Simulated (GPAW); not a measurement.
# zinc-blende (GaP)₁₋ₓ(InP)ₓ at x = 0.125: the P K absorption edge, part 2 of 3

What does the P K edge look like in zinc-blende (GaP)₁₋ₓ(InP)ₓ at x = 0.125?

GPAW 26.7.0; X-ray absorption from dipole matrix elements to empty bands, plane-wave PAW LDA.

So far. Step 3 (Ground state of the crystal): The mesh shows a gap of 1.30 eV. The excited electron is kept all the same, so that all members of the series, with or without a gap, are treated alike.

**5. Spectrum with XCH, P atom 2**

The holes are 7.8 Å apart. In GPAW the data set carries the hole's charge, so charge=0 means a charged cell and charge=-1 a neutral one. The excited electron is kept in the cell, where it fills the lowest empty states and screens the hole. After the field has converged, empty bands are computed with the density fixed and the dipole matrix elements are summed.

The absorber has 4 Ga at 2.38 Å (tetrahedral).

xas.py reads:

```python
import numpy as np
from ase import Atoms
from ase.parallel import parprint, paropen
from gpaw import GPAW, PW, FermiDirac, Mixer, MixerDif, setup_paths
from gpaw.test import gen
setup_paths.insert(0, '.')
gen('P', name='fch1s', xcname='LDA', corehole=(1, 0, 1), write_xml=True)
from gpaw.mpi import world
world.barrier()

atoms = Atoms('GaPGaPGaPGaPGaPInPGaPGaP',
    cell=[[0, 5.50325, 5.50325],
     [5.50325, 0, 5.50325],
     [5.50325, 5.50325, 0]],
    scaled_positions=[[0.9999354, 0.0001372, 0.0002026],
     [0.1246345, 0.1255992, 0.1248558],
     [0.9991495, 0.0014148, 0.4998482],
     [0.1114389, 0.129655, 0.6297033],
     [0.9991787, 0.5007744, 0.0004712],
     [0.1252556, 0.6250344, 0.1249557],
     [0.9988115, 0.5000425, 0.4999363],
     [0.12228, 0.626375, 0.6254692],
     [0.4996712, 0.9985934, 0.998683],
     [0.6296324, 0.1283624, 0.1096154],
     [0.5002601, 0.0008592, 0.498251],
     [0.6287231, 0.1308456, 0.6284127],
     [0.5005089, 0.4985989, 0.9995329],
     [0.624078, 0.6238862, 0.1257127],
     [0.4970056, 0.5012683, 0.500895],
     [0.6284919, 0.6120333, 0.6290718]],
    pbc=True)
atoms.calc = calc = GPAW(legacy_gpaw=True, mode=PW(400, force_complex_dtype=True), xc='LDA', setups={1: 'fch1s'},
    kpts={'size': (3, 3, 3), 'gamma': True}, occupations=FermiDirac(0.04),
    charge=-1, mixer=Mixer(0.1, 5, 50), maxiter=150,
    convergence={'density': 0.0001, 'eigenstates': 1e-6}, txt='scf.txt')
energy = atoms.get_potential_energy() + calc.get_reference_energy()
ef = calc.get_fermi_level()
out = dict(energy=energy, fermi=ef, forces=atoms.get_forces().tolist())
parprint(f'all-electron energy {energy:.4f} eV, Fermi level {ef:.4f} eV')
ev = np.array([[calc.get_eigenvalues(k, s) for k in range(len(calc.get_ibz_k_points()))] for s in range(calc.get_number_of_spins())])
out['homo'], out['lumo'], out['counts'] = ev[ev < ef].max(), ev[ev > ef].min(), sorted(set((ev < ef).sum((0, 2)).tolist()))
out['filled'] = (ev[:, 0] < ef).sum(1).tolist()

from ase.units import Ha
from gpaw.xas import dipole_matrix_elements
nb = int(calc.get_number_of_electrons() / 2) + 171
top, nb = nb, nb + 8 + nb // 12
nscf = calc.fixed_density(kpts={'size': (4, 4, 4), 'gamma': True}, nbands=nb,
    convergence={'bands': top, 'eigenstates': 5e-3}, maxiter=60, txt='nscf.txt')
cell = atoms.cell.array
ops = [cell.T @ U.T @ np.linalg.inv(cell.T) for U in nscf.wfs.kd.symmetry.op_scc]
filled = [37]  # bands filled in the ground state, by spin
E = np.arange(-6, 30, 0.1)
fwhm = np.interp(E, [4, 25], [0.9, 3.5])
Y, X, zero, highest = 0, 0, 1e9, 1e9
for spin in range(nscf.get_number_of_spins()):
    wfs = nscf.wfs
    mine = wfs.bd.get_slice()  # this rank's bands
    A = dipole_matrix_elements(wfs.setups[1])
    eps = np.zeros((wfs.kd.nibzkpts, nb))
    d = np.zeros((3, A.shape[1], wfs.kd.nibzkpts, nb), complex)
    for kpt in wfs.kpt_u:
        if kpt.s == spin and 1 in kpt.P_ani:
            eps[kpt.k, mine] = kpt.eps_n * Ha
            d[:, :, kpt.k, mine] = (kpt.weight * wfs.nspins / 2) ** 0.5 * np.inner(A, kpt.P_ani[1])
    world.sum(eps)
    world.sum(d)
    T = np.einsum('amkn,bmkn->abkn', d, d.conj()).real
    T = sum(np.einsum('ai,ijkn,bj->abkn', R, T, R) for R in ops) / len(ops)
    empty = np.ones_like(eps, bool) & (np.arange(nb) >= filled[spin])
    zero, highest = min(zero, eps[empty].min()), min(highest, eps[:, top - 1].min())
    lines = [(eps, T, empty)] if spin == 0 else lines + [(eps, T, empty)]
for eps, T, empty in lines:
    f = np.einsum('aakn->akn', T).reshape(3, -1)
    x = eps.ravel() - zero
    w = np.interp(x, E, fwhm) / 2.35482
    g = np.exp(-0.5 * ((E[:, None] - x) / w) ** 2) / (w * (2 * np.pi) ** 0.5)
    Y = Y + (f * empty.ravel()) @ g.T
    X = X + (f * ~empty.ravel()) @ g.T
out.update(E=E.round(2).tolist(), xas=Y.tolist(), xes=X.tolist(), zero=zero, valid=highest - zero, nk=len(eps), nb=nb)
for i in range(0, len(E), 10):
    parprint(f'{E[i]:7.2f}', *(f'{v:10.3e}' for v in Y[:, i]))
import json
with paropen('out.json', 'w') as f:
    json.dump(out, f)
```

On the command line:

```sh
$ OMP_NUM_THREADS=1 mpirun -n 4 gpaw python xas.py
```

Numbers of over 12 decimals in the logs are rounded to 6 here.

The log of the run:

```text
Input parameters:
  charge: -1
  convergence: {density: 0.0001,
                eigenstates: 1e-06}
  kpts: {gamma: True,
         size: (3, 3, 3)}
  maxiter: 150
  mixer: {backend: pulay,
          beta: 0.1,
          method: separate,
          nmaxold: 5,
          weight: 50}
  mode: {ecut: 400.0,
         force_complex_dtype: True,
         name: pw}
  occupations: {fixmagmom: False,
                name: fermi-dirac,
                width: 0.04}
  setups: {1: fch1s}

Initialize ...

[... PAW data sets ...]

Reference energy: -601513.968452  # eV

Spin-paired calculation

[... convergence settings ...]
Symmetries present (total): 1
  [... symmetry matrices ...]

27 k-points: 3 x 3 x 3 Monkhorst-Pack grid
14 k-points in the irreducible part of the Brillouin zone
       k-points in crystal coordinates                weights
   0:     0.00000000    0.00000000    0.00000000          1/27
   1:     0.00000000    0.00000000    0.33333333          2/27
   2:     0.00000000    0.33333333   -0.33333333          2/27
   3:     0.00000000    0.33333333    0.00000000          2/27
   4:     0.00000000    0.33333333    0.33333333          2/27
   5:     0.33333333   -0.33333333   -0.33333333          2/27
   6:     0.33333333   -0.33333333    0.00000000          2/27
   7:     0.33333333   -0.33333333    0.33333333          2/27
   8:     0.33333333    0.00000000   -0.33333333          2/27
   9:     0.33333333    0.00000000    0.00000000          2/27
          ...
  13:     0.33333333    0.33333333    0.33333333          2/27

Wave functions: Plane wave expansion
  Cutoff energy: 400.000 eV
  Number of coefficients (min, max): 5985, 6106
  Pulay-stress correction: 0.000000 eV/Ang^3 (de/decut=0.000000)
  Using FFTW library
  Wavefunction extrapolation:
    Improved wavefunction reuse through dual PAW basis

Occupation numbers: Fermi-Dirac:
  width: 0.0400  # eV

Eigensolver
   Davidson(niter=2)

Densities:
  Coarse grid: 36*36*36 grid
  Fine grid: 72*72*72 grid
  Total Charge: 0.000000

Density mixing:
  Method: separate
  Backend: pulay
  Linear mixing parameter: 0.1
  old densities: 5
  Width of damping distribution: 1.1
  Damping of long wavelength oscillations: 50

[... Hamiltonian set-up ...]
Number of atoms: 16
Number of atomic orbitals: 69
Number of bands in calculation: 49
Number of valence electrons: 75
Bands to converge: occupied

... initialized

Initializing position-dependent things.

Density initialized from atomic densities
Creating initial wave functions:
  49 bands from LCAO basis set

                         Ga            Ga
                 Ga
                            P
                  Ga            Ga
                   P
          Ga         P Ga

            P             P
                 In
                 P

                   P
           P

Atomic positions and initial magnetic moments

Positions:
   0 Ga     0.001870    5.504009    5.503650    ( 0.0000,  0.0000,  0.0000)
   1 P      1.378316    1.373007    1.377099    ( 0.0000,  0.0000,  0.0000)
   2 Ga     2.758576    8.249359    5.506355    ( 0.0000,  0.0000,  0.0000)
   3 P      4.178939    4.078691    1.326800    ( 0.0000,  0.0000,  0.0000)
   4 Ga     2.758480    5.501323    8.254617    ( 0.0000,  0.0000,  0.0000)
   5 P      4.127383    1.376975    4.129033    ( 0.0000,  0.0000,  0.0000)
   6 Ga     5.503133    8.247984    8.248568    ( 0.0000,  0.0000,  0.0000)
[...]
13 P      4.125230    4.126286    6.867859    ( 0.0000,  0.0000,  0.0000)
  14 Ga     5.515155    5.491696    5.493751    ( 0.0000,  0.0000,  0.0000)
  15 P      6.830112    6.920687    6.826920    ( 0.0000,  0.0000,  0.0000)

Unit cell:
           periodic     x           y           z      points  spacing
  1. axis:    yes    0.000000    5.503250    5.503250    36     0.1765
  2. axis:    yes    5.503250    0.000000    5.503250    36     0.1765
  3. axis:    yes    5.503250    5.503250    0.000000    36     0.1765

  Lengths:   7.782771   7.782771   7.782771
  Angles:   60.000000  60.000000  60.000000

Effective grid spacing dv^(1/3) = 0.1926

iter:   1   -97.216754
iter:   2   -95.148185   -1.57  -0.88
iter:   3   -92.548473   -1.21  -0.93
iter:   4   -92.689388   -1.99  -1.20
iter:   5   -92.343468   -2.25  -1.24
iter:   6   -92.317397   -2.42  -1.75
iter:   7   -92.279373   -3.01  -2.01
iter:   8   -92.280346   -3.77  -2.56
iter:   9   -92.276218c  -4.22  -2.53
iter:  10   -92.276214c  -4.91  -2.99
iter:  11   -92.276105c  -5.97  -3.09
iter:  12   -92.276060c  -5.73  -3.27
iter:  13   -92.276053c  -6.63c -3.55
iter:  14   -92.276051c  -6.76c -3.62
iter:  15   -92.276056c  -6.99c -3.81
iter:  16   -92.276056c  -7.85c -3.91
iter:  17   -92.276053c  -7.51c -4.02c

Converged after 17 iterations.

Dipole moment: (-24.499684, -25.651423, -24.274948) |e|*Ang

Energy contributions relative to reference atoms: (reference = -601513.968452)

Kinetic:       +202.186169
Potential:     -183.824451
External:        +0.000000
XC:            -110.944359
Entropy (-ST):   -0.017913
Local:           +0.315545
SIC:             +0.000000
--------------------------
Free energy:    -92.285010
Extrapolated:   -92.276053

Showing only first 2 kpts
 Kpt  Band  Eigenvalues  Occupancy
  0    35      4.62584    2.00000
  0    36      4.66542    2.00000
  0    37      5.16965    2.00000
  0    38      6.07877    1.64157

  1    35      4.32676    2.00000
  1    36      4.35011    2.00000
  1    37      5.87095    1.99758
[...]
Fermi level: 6.13964

No gap
No difference between direct/indirect transitions

Forces in eV/Ang:
  0 Ga   -0.42931   -0.38628   -0.41378
  1 P     0.01968   -0.02131    0.01717
  2 Ga    0.38656    0.41076   -0.41403
  3 P     0.02065   -0.03458    0.06645
  4 Ga    0.40755   -0.41058    0.39625
  5 P    -0.01757    0.07068   -0.02215
  6 Ga    0.02610   -0.01223    0.01405
[...]
13 P    -0.01988    0.01185   -0.06419
 14 Ga    0.00558    0.00541    0.03739
 15 P    -0.01346    0.01462   -0.02110
Scalar-relativistic atomic LDA calculation for P (Phosphorus, Z=15)
Core hole in 1s state (1s occupation: 1.0)
450 radial gridpoints.
|------------------------------------------------|
|------------------------------------------------|
[... the atom generator's iteration count ...]

Energy contributions:
-------------------------
Kinetic:     +261.768075
XC:           -17.966184
Potential:   -505.274962
-------------------------
Total:       -261.473071

state      eigenvalue         ekin         rmax
-----------------------------------------------
1s^1.0 :   -82.316117   109.824186        0.067
2s^2.0 :    -7.841975    17.549438        0.402
2p^6.0 :    -6.203561    17.373857        0.327
3s^2.0 :    -0.984498     2.880452        1.418
3p^3.0 :    -0.625684     2.280322        1.541
-----------------------------------------------
(units: Bohr and Hartree)

Generating PAW setup
Kinetic energy of the core from tauc = 249.749155
Cutoffs:
rc(s)=1.800
rc(p)=1.800
rc(d)=1.800
rc(vbar)=1.620
rc(comp)=1.800
rc(nct)=1.800

Kinetic energy of the core states: 249.166204
Charge: 1.0
Core electrons: 9.0
Valence electrons: 5.0
Pseudo-core charge: 0.082129
Shape function alpha=3.086
Pseudo-electron charge 5.474914
state    eigenvalue         norm
--------------------------------
3s(2) :    -0.984498     1.193424
*s    :     0.015502
3p(3) :    -0.625684     1.001979
*p    :     0.374316
*d    :     0.000000
--------------------------------

Diagonalizing with gridspacing h=0.050

state   all-electron     PAW
-------------------------------
3s:      -0.984498    -0.984928
3p:      -0.625684    -0.626173
*d:                   -0.152187
*f:                   -0.017358
-------------------------------
all-electron energy -601606.2445 eV, Fermi level 6.1396 eV
[...]
27.00  3.020e-06  3.028e-06  3.028e-06
  28.00  2.749e-06  2.767e-06  2.765e-06
  29.00  2.513e-06  2.543e-06  2.539e-06
```

Elapsed: 4.7 min, on 4 MPI ranks of Arm Neoverse V2, shared host; peak memory 0.67 GiB.

The P K spectrum, P atom 2, excited-electron core hole (neutral cell) (energy from the bottom of the conduction band, which holds the excited electron; intensity scaled to a mean of 1 over the first 20 eV):

```
E (eV)  isotropic  ε ∥ x  ε ∥ z
 -2.00       0.00   0.00   0.00
 -1.25       0.00   0.00   0.00
 -0.50       0.00   0.00   0.00
  0.25       0.17   0.17   0.17
  1.00       1.18   1.18   1.19
  1.75       1.53   1.52   1.53
  2.50       1.24   1.24   1.24
  3.25       1.35   1.36   1.34
  4.00       2.29   2.33   2.28
  4.75       1.22   1.22   1.22
  5.50       0.89   0.89   0.89
  6.25       1.19   1.20   1.19
  7.00       1.52   1.52   1.52
  7.75       1.04   1.04   1.04
  8.50       1.02   1.01   1.02
  9.25       0.93   0.93   0.93
 10.00       0.75   0.75   0.75
 10.75       0.71   0.71   0.71
 11.50       0.77   0.77   0.77
 12.25       0.85   0.85   0.85
 13.00       0.93   0.94   0.93
 13.75       0.96   0.96   0.96
 14.50       0.88   0.89   0.88
 15.25       0.80   0.81   0.80
 16.00       0.78   0.78   0.78
 16.75       0.79   0.79   0.79
 17.50       0.78   0.78   0.78
 18.25       0.74   0.74   0.74
 19.00       0.71   0.71   0.71
 19.75       0.71   0.71   0.72
 20.50       0.72   0.72   0.72
 21.25       0.70   0.70   0.70
 22.00       0.68   0.68   0.68
 22.75       0.69   0.68   0.69
 23.50       0.75   0.75   0.75
 24.25       0.83   0.83   0.83
 25.00       0.87   0.87   0.87
 25.75       0.86   0.86   0.86
```

Main maxima below 24 eV (height): 1.5 eV (1.65), 3.9 eV (2.35), 6.8 eV (1.55) and 13.6 eV (0.96). A K edge sees empty p states on the absorber.

The total-energy difference is 2147.25 eV. One term is added: -15.84 eV, since the hole is spin-paired here and a spin-polarised one costs that much less in the free atom (computed apart). The photon energy is then 2131.41 eV. The functional leaves an error in such absolute values: in the free atom LDA prices this hole 8.5 eV below PBE (computed apart), and PBE is itself good to a few eV.

**6. Cell without a hole, the energy reference**

The absorbing element, whose data set is made anew, changes for the next run, so it gets a reference energy of its own.

scf.py reads:

```python
import numpy as np
from ase import Atoms
from ase.parallel import parprint, paropen
from gpaw import GPAW, PW, FermiDirac, Mixer, MixerDif, setup_paths
from gpaw.test import gen
setup_paths.insert(0, '.')
gen('Ga', name='nch1s', xcname='LDA', corehole=(1, 0, 0), write_xml=True)
from gpaw.mpi import world
world.barrier()

atoms = Atoms('GaPGaPGaPGaPGaPInPGaPGaP',
    cell=[[0, 5.50325, 5.50325],
     [5.50325, 0, 5.50325],
     [5.50325, 5.50325, 0]],
    scaled_positions=[[0.9999354, 0.0001372, 0.0002026],
     [0.1246345, 0.1255992, 0.1248558],
     [0.9991495, 0.0014148, 0.4998482],
     [0.1114389, 0.129655, 0.6297033],
     [0.9991787, 0.5007744, 0.0004712],
     [0.1252556, 0.6250344, 0.1249557],
     [0.9988115, 0.5000425, 0.4999363],
     [0.12228, 0.626375, 0.6254692],
     [0.4996712, 0.9985934, 0.998683],
     [0.6296324, 0.1283624, 0.1096154],
     [0.5002601, 0.0008592, 0.498251],
     [0.6287231, 0.1308456, 0.6284127],
     [0.5005089, 0.4985989, 0.9995329],
     [0.624078, 0.6238862, 0.1257127],
     [0.4970056, 0.5012683, 0.500895],
     [0.6284919, 0.6120333, 0.6290718]],
    pbc=True)
atoms.calc = calc = GPAW(legacy_gpaw=True, mode=PW(400, force_complex_dtype=True), xc='LDA', setups={0: 'nch1s'},
    kpts={'size': (3, 3, 3), 'gamma': True}, occupations=FermiDirac(0.02),
    charge=0, mixer=Mixer(0.1, 5, 50), maxiter=150,
    convergence={'density': 0.0001, 'eigenstates': 1e-6}, txt='scf.txt')
energy = atoms.get_potential_energy() + calc.get_reference_energy()
ef = calc.get_fermi_level()
out = dict(energy=energy, fermi=ef, forces=atoms.get_forces().tolist())
parprint(f'all-electron energy {energy:.4f} eV, Fermi level {ef:.4f} eV')
ev = np.array([[calc.get_eigenvalues(k, s) for k in range(len(calc.get_ibz_k_points()))] for s in range(calc.get_number_of_spins())])
out['homo'], out['lumo'], out['counts'] = ev[ev < ef].max(), ev[ev > ef].min(), sorted(set((ev < ef).sum((0, 2)).tolist()))
out['filled'] = (ev[:, 0] < ef).sum(1).tolist()
import json
with paropen('out.json', 'w') as f:
    json.dump(out, f)
```

On the command line:

```sh
$ OMP_NUM_THREADS=1 mpirun -n 4 gpaw python scf.py
```

The log of the run:

```text
Input parameters:
  convergence: {density: 0.0001,
                eigenstates: 1e-06}
  kpts: {gamma: True,
         size: (3, 3, 3)}
  maxiter: 150
  mixer: {backend: pulay,
          beta: 0.1,
          method: separate,
          nmaxold: 5,
          weight: 50}
  mode: {ecut: 400.0,
         force_complex_dtype: True,
         name: pw}
  occupations: {fixmagmom: False,
                name: fermi-dirac,
[...]
4s(2) :    -0.336865     1.140380
*s    :     0.663135
4p(1) :    -0.100461     1.012264
*p    :     0.899539
*d    :     0.000000
--------------------------------

Diagonalizing with gridspacing h=0.050

state   all-electron     PAW
-------------------------------
4s:      -0.336865    -0.337024
4p:      -0.100461    -0.100552
*d:                    0.030615
*f:                    0.065359
-------------------------------
all-electron energy -603753.4945 eV, Fermi level 5.2578 eV
[key lines of the parts left out:]
Converged after 15 iterations.
Dipole moment: (-24.301893, -25.473124, -24.076460) |e|*Ang
Free energy:    -81.964918
Fermi level: 5.25783
```

It took 34 s on 4 MPI ranks; peak memory 0.3 GiB; 2.3 min of CPU time.

Reference energy: -603753.495 eV with the cores included.

(Continued in part 3 of 3.)

[Banner, clock and machine lines of the logs are left out without a mark of their own.]

[Logs are printed without paths, hosts, clocks, repeated set-up lines and the standing remarks that a program may print on its own settings, such as how far it seeks lower states.]

[Hosts, paths, dates, database ids (printed as entryN), source tags and the programs' standing remarks are cut or masked in the printed files.]

[Lists of maxima count a maximum above −3 eV only where it reaches 4 % of the highest in the window and stands out from its surroundings by 2 % of it (1.5 % where it reaches 55 %); shoulders and weaker maxima are passed over, and of the rest the first, up to two pre-edge ones and the few strongest are named.]
